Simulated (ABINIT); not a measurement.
# How the form of the self-energy moves the gap of GaAs (F-43m)

How much does the gap of GaAs (F-43m) depend on the approximation to the self-energy?

Program: ABINIT 10.8.3. Level of theory: PBE and many-body steps on it, plane waves. Results are calculated unless marked as measured.

Report form: the programs' logs are mostly left out.

## (1) Starting point

The structure is cubic, space group F-43m (No. 216). The conventional cell has a = 5.654 Å, b = 5.654 Å, c = 5.654 Å, α = 90.00°, β = 90.00°, γ = 90.00°. Nearest to Ga lie 4 As at 2.45 Å. As has 4 Ga at 2.45 Å nearest. Farther neighbours are not listed.

The cell and positions come from the Crystallography Open Database and are kept as given unless a step says otherwise.

## (2) Empty states on the mesh, 4×4×4 mesh, 156 bands

This step: ABINIT 10.8.3; DFT, PBE, plane waves, norm-conserving pseudopotentials.

The sums over transitions need many empty states on a uniform mesh; this step solves for them.

run.abi reads:

```
acell 3*1.0 Angstrom
rprim 
  0.000000000000 2.826850000000 2.826850000000
  2.826850000000 0.000000000000 2.826850000000
  2.826850000000 2.826850000000 -0.000000000000
ntypat 2
znucl 31 33
natom 2
typat 1 2
xred 
  0.000000000000 0.000000000000 0.000000000000
  0.250000000000 0.250000000000 0.250000000000
pp_dirpath "pseudos"
pseudos "Ga.upf, As.upf"
ecut 38
ngkpt 4 4 4
nshiftk 1
shiftk 0 0 0
kptopt 1
chksymbreak 0
irdden 1
istwfk *1
nband 156
prtvol 0
optdriver 6
gwr_task "HDIAGO"
paral_kgb 0
occopt 1
indata_prefix "in"
outdata_prefix "out"
tmpdata_prefix "tmp"
```

Run with:

```console
$ OMP_NUM_THREADS=1 mpirun -n 4 abinit run.abi > log
```

Wall time 46 s (4 MPI ranks of Intel Xeon Platinum 8559C (Emerald Rapids), shared host); peak memory 2.8 GiB; 3.1 min of CPU time.

This step gave:

- gap: 0.5137 eV
- k of the valence top: 0, 0, 0
- k of the conduction bottom: 0, 0, 0
- least direct gap: 0.5137 eV
- k points computed: 8
- lowest point of the top converged band, above the valence top: 108.6763 eV

On this mesh the gap is 0.514 eV.

The density comes from a self-consistent run that is not shown.

## (3) Screening, 4×4×4 mesh, 148 bands, screening to 190.5 eV

The RPA dielectric matrix is built and inverted for each q.

This step: RPA screening on PBE, plane waves, norm-conserving pseudopotentials.

run.abi, as its differences from that of step 2:

```diff
@@ -20,10 +20,11 @@
 chksymbreak 0
-irdden 1
 istwfk *1
-nband 156
-prtvol 0
-optdriver 6
-gwr_task "HDIAGO"
-paral_kgb 0
 occopt 1
+irdwfk 1
+optdriver 3
+nband 148
+ecuteps 7
+inclvkb 2
+awtr 1
+symchi 1
 indata_prefix "in"
```

Wall time 47 s (4 MPI ranks); peak memory 1.1 GiB.

This step gave:

- ε∞ with local fields, on this mesh, along the program's q direction: 139.2
- the same without local fields: 147.8
- plasma frequency: 29.23 eV
- plane waves in the screening matrix: 283

Local fields lower ε∞ by 6 %. The value itself is an artefact of the mesh, where one narrow direct gap carries too much weight.

## (4) G0W0, Godby-Needs plasmon pole

The self-energy is evaluated for the states that the input lists, and the levels follow from it, in one-shot runs by the linearised quasiparticle equation.

This step: G0W0 on PBE, plane waves, norm-conserving pseudopotentials.

run.abi, as its differences from that of step 3:

```diff
@@ -23,8 +23,15 @@
 irdwfk 1
-optdriver 3
+optdriver 4
 nband 148
+gwcalctyp 0
+ecutsigx 38
+symsigma 1
+nkptgw 1
+kptgw 
+  0.0000000000 0.0000000000 0.0000000000
+bdgw 
+  12 18
 ecuteps 7
-inclvkb 2
-awtr 1
-symchi 1
+irdscr 1
+ppmodel 1
 indata_prefix "in"
```

Wall time 11 s (4 MPI ranks); peak memory 1 GiB.

Numbers from this step:

| Property | Result |
| --- | --- |
| G0W0 gap on the points computed | 1.096 eV |
| starting gap on the mesh | 0.5137 eV |
| k of the valence top | 0, 0, 0 |
| k of the conduction bottom | 0, 0, 0 |
| Z at the valence top | 0.796 |
| Z at the conduction bottom | 0.796 |
| least direct G0W0 gap on the computed points | 1.096 eV |

The gap on the mesh goes from 0.51 eV to 1.10 eV, a correction of +0.58 eV.

## (5) G0W0, Hybertsen-Louie plasmon pole

run.abi, as its differences from that of step 4:

```diff
@@ -35,3 +35,3 @@
 irdscr 1
-ppmodel 1
+ppmodel 2
 indata_prefix "in"
```

The job ended after 10 s (4 MPI ranks; peak memory 0.98 GiB).

Numbers from this step:

```
G0W0 gap on the points computed              : 0.9590 eV
starting gap on the mesh                     : 0.5137 eV
k of the valence top                         : 0, 0, 0
k of the conduction bottom                   : 0, 0, 0
Z at the valence top                         : 0.852
Z at the conduction bottom                   : 0.851
least direct G0W0 gap on the computed points : 0.9590 eV
```

Against G0W0 in ABINIT (4×4×4 mesh, 148 bands, screening to 190.5 eV, Godby-Needs plasmon pole), the gap moves by −0.137 eV.

## (6) G0W0, von der Linden-Horsch plasmon pole

run.abi, as its differences from that of step 5:

```diff
@@ -35,3 +35,3 @@
 irdscr 1
-ppmodel 2
+ppmodel 3
 indata_prefix "in"
```

Run time: 6.7 s. Hardware: 4 MPI ranks; peak memory 0.91 GiB; 26 s of CPU time.

This step gave:

```yaml
g0w0_gap_on_the_points_computed: 1.045 eV
starting_gap_on_the_mesh: 0.5137 eV
k_of_the_valence_top: 0, 0, 0
k_of_the_conduction_bottom: 0, 0, 0
least_direct_g0w0_gap_on_the_computed_points: 1.045 eV
```

Against G0W0 in ABINIT (4×4×4 mesh, 148 bands, screening to 190.5 eV, Godby-Needs plasmon pole), the gap moves by −0.051 eV.

## (7) G0W0, Engel-Farid plasmon pole

run.abi, as its differences from that of step 6:

```diff
@@ -35,3 +35,3 @@
 irdscr 1
-ppmodel 3
+ppmodel 4
 indata_prefix "in"
```

The job ended after 6.3 s (4 MPI ranks; peak memory 0.99 GiB; 24 s of CPU time).

Numbers from this step:

```
G0W0 gap on the points computed              : 0.883 eV
starting gap on the mesh                     : 0.5137 eV
k of the valence top                         : 0, 0, 0
k of the conduction bottom                   : 0, 0, 0
least direct G0W0 gap on the computed points : 0.883 eV
```

Against G0W0 in ABINIT (4×4×4 mesh, 148 bands, screening to 190.5 eV, Godby-Needs plasmon pole), the gap moves by −0.213 eV.

## (8) One-shot Hartree-Fock

This step: one-shot Hartree-Fock on PBE, plane waves, norm-conserving pseudopotentials.

run.abi, as its differences from that of step 7:

```diff
@@ -24,4 +24,4 @@
 optdriver 4
-nband 148
-gwcalctyp 0
+nband 18
+gwcalctyp 5
 ecutsigx 38
@@ -33,5 +33,4 @@
   12 18
-ecuteps 7
-irdscr 1
-ppmodel 4
+ixc_sigma 40
+fftgw 31
 indata_prefix "in"
```

Wall time 3.1 s (4 MPI ranks); peak memory 0.46 GiB.

Numbers from this step:

| Item | Value |
| --- | --- |
| quasiparticle gap on the points computed | 6.526 eV |
| starting gap on the mesh | 0.5137 eV |
| k of the valence top | 0, 0, 0 |
| k of the conduction bottom | 0, 0, 0 |
| least direct quasiparticle gap on the computed points | 6.526 eV |

Against G0W0 in ABINIT (4×4×4 mesh, 148 bands, screening to 190.5 eV, Godby-Needs plasmon pole), the gap moves by +5.430 eV.

## (9) The runs together

Times are wall times on 4 MPI ranks of Intel Xeon Platinum 8559C (Emerald Rapids), shared host, good to a factor of about two. A run's time includes the screening step that it read.

| run | mesh | bands | screening cutoff (eV) | DFT gap (eV) | gap on the mesh (eV) | direct (eV) | ε∞ used | time |
| --- | --- | --- | --- | --- | --- | --- | --- | --- |
| G0W0, Godby-Needs plasmon pole | 4×4×4 | 148 | 190.5 | 0.514 | 1.096 | 1.096 | 139.23 | 57 s |
| G0W0, Hybertsen-Louie plasmon pole | 4×4×4 | 148 | 190.5 | 0.514 | 0.959 | 0.959 | 139.23 | 57 s |
| G0W0, von der Linden-Horsch plasmon pole | 4×4×4 | 148 | 190.5 | 0.514 | 1.045 | 1.045 | 139.23 | 53 s |
| G0W0, Engel-Farid plasmon pole | 4×4×4 | 148 | 190.5 | 0.514 | 0.883 | 0.883 | 139.23 | 53 s |
| one-shot Hartree-Fock | 4×4×4 | - | - | 0.514 | 6.526 | 6.526 | - | 3.1 s |

## (10) Results

```json
{"G0W0, Godby-Needs plasmon pole": "1.096 eV", "G0W0, Hybertsen-Louie plasmon pole": "0.959 eV", "G0W0, von der Linden-Horsch plasmon pole": "1.045 eV", "G0W0, Engel-Farid plasmon pole": "0.883 eV", "one-shot Hartree-Fock": "6.526 eV", "known limits": "not at the basis limit; exchange with frozen shells missing; screening runs away on this mesh; no spin-orbit coupling; coarse k mesh"}
```

**Reading.** G0W0, Hybertsen-Louie plasmon pole: −0.137 eV against G0W0, Godby-Needs plasmon pole. G0W0, von der Linden-Horsch plasmon pole: −0.051 eV against G0W0, Godby-Needs plasmon pole. G0W0, Engel-Farid plasmon pole: −0.213 eV against G0W0, Godby-Needs plasmon pole. One-shot Hartree-Fock: +5.430 eV against G0W0, Godby-Needs plasmon pole. Bare exchange alone opens the gap to 6.53 eV; against G0W0, correlation takes back 5.43 eV. Bands and cutoff are finite, so the gap is not at the basis limit. The miss can reach some tenths of an eV and take either sign; the mesh is an error of its own. In the first G0W0 run levels were corrected at 1 k point alone, so a gap called «on the mesh» is the least over those, and an edge elsewhere would be missed. The 4×4×4 mesh is coarse for this cell, which bears on the long-range parts of exchange and screening. The norm-conserving file of at least one element keeps a d shell over frozen s and p shells of the same row. Exchange with those shells is missing from the self-energy, an error of 0.3 to 0.9 eV in cases checked, whose sign depends on which edge lies on those atoms. For the PBE start: On this mesh the RPA ε∞ passes 90, more than nearly any semiconductor shows; a coarse mesh does this where one point with a narrow direct gap carries much weight. The screening is then too strong, and the G0W0 gap should not be taken as the material's. The many-body steps are scalar-relativistic: spin-orbit coupling is not in them.

[Paths, hosts, dates, memory and timing lines, banners, echoed tables and standing remarks are left out of the program output.]

[Logs are printed without paths, hosts, clocks, repeated set-up lines and the standing remarks that a program may print on its own settings, such as how far it seeks lower states.]

[Runs of the session that timed out or met a known fault of the program may be left out.]

[No measured gap is set beside runs whose start may be inverted or whose files or cutoffs have a known fault.]

[Hosts, paths, dates, database ids (printed as entryN), source tags and the programs' standing remarks are cut or masked in the printed files.]

[G0W0 gaps are taken among the corrected bands and points alone; a level outside them can change the order at an edge.]

[Where Ansatz stands beside ABINIT at settings called matched, ABINIT's density can come from a denser mesh and the files from another edition; pairs whose starting gaps differed by over 0.03 eV were left out, so agreement reads better than it is.]
